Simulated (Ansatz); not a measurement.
# Starting-point dependence of the GW gap of SnI4O12 (P-1)

How much of the starting functional survives in the G0W0 gap of SnI4O12 (P-1)?

Calculated with Ansatz 0.2.0; G0W0 on several functionals, plane waves, PAW.

Report form: the programs' logs are mostly left out.

In doubt: masses and optical values from hybrid runs of this build are listed as unsure (steps 3, 4), which bears on the screening that GW takes from such a start.

## (1) The structure

The cell holds 17 atoms: 1 Sn, 4 I and 12 O. Cell: a = 5.058 Å, b = 6.281 Å, c = 8.386 Å, α = 87.7°, β = 88.6°, γ = 89.0°. It derives from SnI4O12.

Geometry: measured cell, ions relaxed with PBE. The runs that relaxed it are not among those shown. Spin-orbit coupling is left out unless a step names it.

## (2) G0W0 on PBE

G0W0 replaces the xc potential by the self-energy, built once from these orbitals. Only a window of levels is corrected, while the sums run over the empty bands that the input names. This step takes PAW set soft_1 files.

This step: G0W0 on PBE, plane waves, PAW; PAW set soft_1.

input.yaml reads:

```yaml
crystal:
  lattice:
    - [5.0576, 0.0, 0.0]
    - [0.1062173362, 6.279901792, 0.0]
    - [0.1980229617, 0.3361895656, 8.3774187989]
  atoms:
    - { symbol: Sn, position: [0.0, 0.0, 0.5] }
    - { symbol: I, position: [0.5061148231, 0.7764667496, 0.237035738] }
    - { symbol: I, position: [0.4938851769, 0.2235332504, 0.762964262] }
    - { symbol: I, position: [0.9806449621, 0.6993687757, 0.8436912468] }
    - { symbol: I, position: [0.0193550379, 0.3006312243, 0.1563087532] }
    - { symbol: O, position: [0.782882709, 0.9590566929, 0.2966559641] }
    - { symbol: O, position: [0.217117291, 0.0409433071, 0.7033440359] }
    - { symbol: O, position: [0.3031160215, 0.7954234777, 0.4238411328] }
    - { symbol: O, position: [0.6968839785, 0.2045765223, 0.5761588672] }
    - { symbol: O, position: [0.8472236491, 0.7454330787, 0.6369154755] }
    - { symbol: O, position: [0.1527763509, 0.2545669213, 0.3630845245] }
    - { symbol: O, position: [0.8260917482, 0.4351970098, 0.8854019874] }
    - { symbol: O, position: [0.1739082518, 0.5648029902, 0.1145980126] }
    - { symbol: O, position: [0.6674548844, 0.5288324017, 0.2906575423] }
    - { symbol: O, position: [0.3325451156, 0.4711675983, 0.7093424577] }
    - { symbol: O, position: [0.7314164081, 0.8620142688, 0.9456220245] }
    - { symbol: O, position: [0.2685835919, 0.1379857312, 0.0543779755] }
kpoints:
  mp_grid: { grid: [4, 2, 2] }
hamiltonian:
  xc: pbe
  pseudopotentials: { kind: paw, azcp: { folder: soft_1 } }
scf:
  occupations: { method: fixed }
gw:
  n_empty_bands: 1000
  ecut_chi: 140.0
  qp_bands: [v4, c4]
  qp_kpoints: band_edges
  screening: { model: contour_deformation }
```

Started as:

```console
> ansatz run input.yaml --threads 2 --pin off --max-ram 92160MiB --backend cuda --events-out ev --progress --plain --runs-dir out --devices 1 --max-vram 13GiB
```

Elapsed: 66 s, on 1 × NVIDIA H100 80GB HBM3 (shared by 6 runs) with 2 threads of AMD EPYC 7R13 (Zen 3), shared host; peak memory 4 GiB; 1.7 min of CPU time.

This step gave:

| Quantity | Value |
| --- | --- |
| bands summed | 1077 |
| RPA ε∞ on this mesh (eigenvalues) | 3.982, 4.525, 4.599 |
| plane waves in the screening matrix | 987 |
| q-points in the mesh | 16 |
| G0W0 gap on the mesh | 4.111 eV |
| k of the valence top | 0, -0.5, -0.5 |
| k of the conduction bottom | 0.25, -0.5, 0 |
| starting gap on the mesh | 2.746 eV |
| Z at the valence top | 0.7372 |
| Z at the conduction bottom | 0.7840 |
| least direct G0W0 gap on the computed points | 4.315 eV |

The gap on the mesh goes from 2.75 eV to 4.11 eV, a correction of +1.37 eV. Between the two edge states, bare exchange in place of the xc potential would open the gap by 8.34 eV, and correlation takes back 6.97 eV.

## (3) G0W0 on HSE06

One-shot GW remembers its start. Another functional's orbitals and levels show by how much.

This step: G0W0 on HSE06, plane waves, PAW; PAW set soft_1.

input.yaml: that of step 2 with these lines changed.

```diff
@@ -26,3 +26,3 @@
 hamiltonian:
-  xc: pbe
+  xc: hse06
   pseudopotentials: { kind: paw, azcp: { folder: soft_1 } }
```

It took 5.7 min on 1 × NVIDIA H100 80GB HBM3 (shared by 6 runs) with 2 threads; peak memory 4.5 GiB; 7.6 min of CPU time.

Numbers from this step:

```
bands summed                                 : 1077
RPA ε∞ on this mesh (eigenvalues)            : 3.222, 3.588, 3.640
plane waves in the screening matrix          : 987
q-points in the mesh                         : 16
G0W0 gap on the mesh                         : 4.814 eV
k of the valence top                         : 0, -0.5, -0.5
k of the conduction bottom                   : 0.25, -0.5, 0
starting gap on the mesh                     : 4.002 eV
Z at the valence top                         : 0.7819
Z at the conduction bottom                   : 0.8208
least direct G0W0 gap on the computed points : 5.025 eV
```

Against the run with 4×2×2 mesh, 1000 empty bands, screening to 140 eV, PAW set soft_1 files on PBE, the gap moves by +0.70 eV, while the start moved by +1.26 eV.

## (4) G0W0 on PBE0

This step: G0W0 on PBE0, plane waves, PAW; PAW set soft_1.

input.yaml: that of step 3 with these lines changed.

```diff
@@ -26,3 +26,3 @@
 hamiltonian:
-  xc: hse06
+  xc: pbe0
   pseudopotentials: { kind: paw, azcp: { folder: soft_1 } }
```

It took 4.7 min on 1 × NVIDIA H100 80GB HBM3 (shared by 6 runs) with 2 threads; peak memory 4.5 GiB.

Numbers from this step:

```yaml
bands_summed: 1077
rpa_eps_infinity_on_this_mesh_eigenvalues: 3.053, 3.375, 3.420
plane_waves_in_the_screening_matrix: 987
g0w0_gap_on_the_mesh: 5.032 eV
k_of_the_valence_top: 0, -0.5, -0.5
k_of_the_conduction_bottom: 0.25, -0.5, 0
starting_gap_on_the_mesh: 4.739 eV
least_direct_g0w0_gap_on_the_computed_points: 5.247 eV
```

Against the run with 4×2×2 mesh, 1000 empty bands, screening to 140 eV, PAW set soft_1 files on HSE06, the gap moves by +0.22 eV, while the start moved by +0.74 eV.

## (5) Side by side

All on the 4×2×2 mesh with 1000 empty bands and screening to 140 eV. Times are wall times on 1 × NVIDIA H100 80GB HBM3 (shared by 6 runs) with 2 threads of AMD EPYC 7R13 (Zen 3), shared host, good to a factor of about two.

```
start  starting gap (eV)  shift (eV)  G0W0 gap (eV)  RPA ε∞ (harmonic mean)  Z (valence, conduction)     time
  PBE               2.75       +1.37           4.11                    4.35               0.74, 0.78     66 s
HSE06               4.00       +0.81           4.81                    3.47               0.78, 0.82  5.7 min
 PBE0               4.74       +0.29           5.03                    3.27               0.80, 0.83  4.7 min
```

The parts of the quasiparticle energy at the two band edges (eV; QP = start + Σx + Σc − Vxc):

```
  run               edge  start      Σx     Σc     Vxc     Z    QP
  PBE        valence top   5.86  -25.07   3.61  -20.91  0.74  5.30
  PBE  conduction bottom   8.61  -14.29  -3.36  -18.46  0.78  9.41
HSE06        valence top   4.92  -24.86   3.07  -21.69  0.78  4.82
HSE06  conduction bottom   8.92  -13.53  -3.39  -17.63  0.82  9.63
 PBE0        valence top   4.54  -24.86   2.95  -22.07  0.80  4.70
 PBE0  conduction bottom   9.28  -13.49  -3.31  -17.25  0.83  9.73
```

For a hybrid start, Vxc holds its share of exact exchange.

## (6) What came out

* G0W0@PBE: 4.11 eV (start 2.75 eV)
* G0W0@HSE06: 4.81 eV (start 4.00 eV)
* G0W0@PBE0: 5.03 eV (start 4.74 eV)
* known limits: not at the basis limit; no spin-orbit coupling; coarse k mesh

What this shows: The starting gaps span 1.99 eV and the G0W0 gaps 0.92 eV. Between PBE and PBE0, 0.92 eV of the 1.99 eV survives, 46 %. PBE0 screens less than PBE (ε∞ 3.27 against 4.35). Of the 0.92 eV by which its G0W0 gap is higher, the correlation part gives +0.72 eV, and exchange with the one-particle terms, which follow the orbitals, +0.20 eV. The smallest correction, +0.29 eV, is on PBE0, the start nearest to reproducing itself. Bands and cutoff are finite, so the gap is not at the basis limit. The miss can reach some tenths of an eV and take either sign; the mesh is an error of its own. The 4×2×2 mesh is coarse for this cell (its supercell is 13 Å along the shortest edge). The RPA ε∞ on it, from the PBE start, is 3.98, 4.53 and 4.60; such meshes misread the long-range screening, most where the gap is narrow. The program warns that the mesh is coarse for exact exchange, which bears on the hybrid start's gap. The many-body steps are scalar-relativistic: spin-orbit coupling is not in them.

[Paths, hosts, dates, memory and timing lines, banners, echoed tables and standing remarks are left out of the program output.]

[Logs are printed without paths, hosts, clocks, repeated set-up lines and the standing remarks that a program may print on its own settings, such as how far it seeks lower states.]

[Runs of the session that timed out or met a known fault of the program may be left out.]

[Cells called generated may have been cut or substituted from an entry of the Crystallography Open Database or the Materials Project.]

[Hosts, paths, dates, database ids (printed as entryN), source tags and the programs' standing remarks are cut or masked in the printed files.]
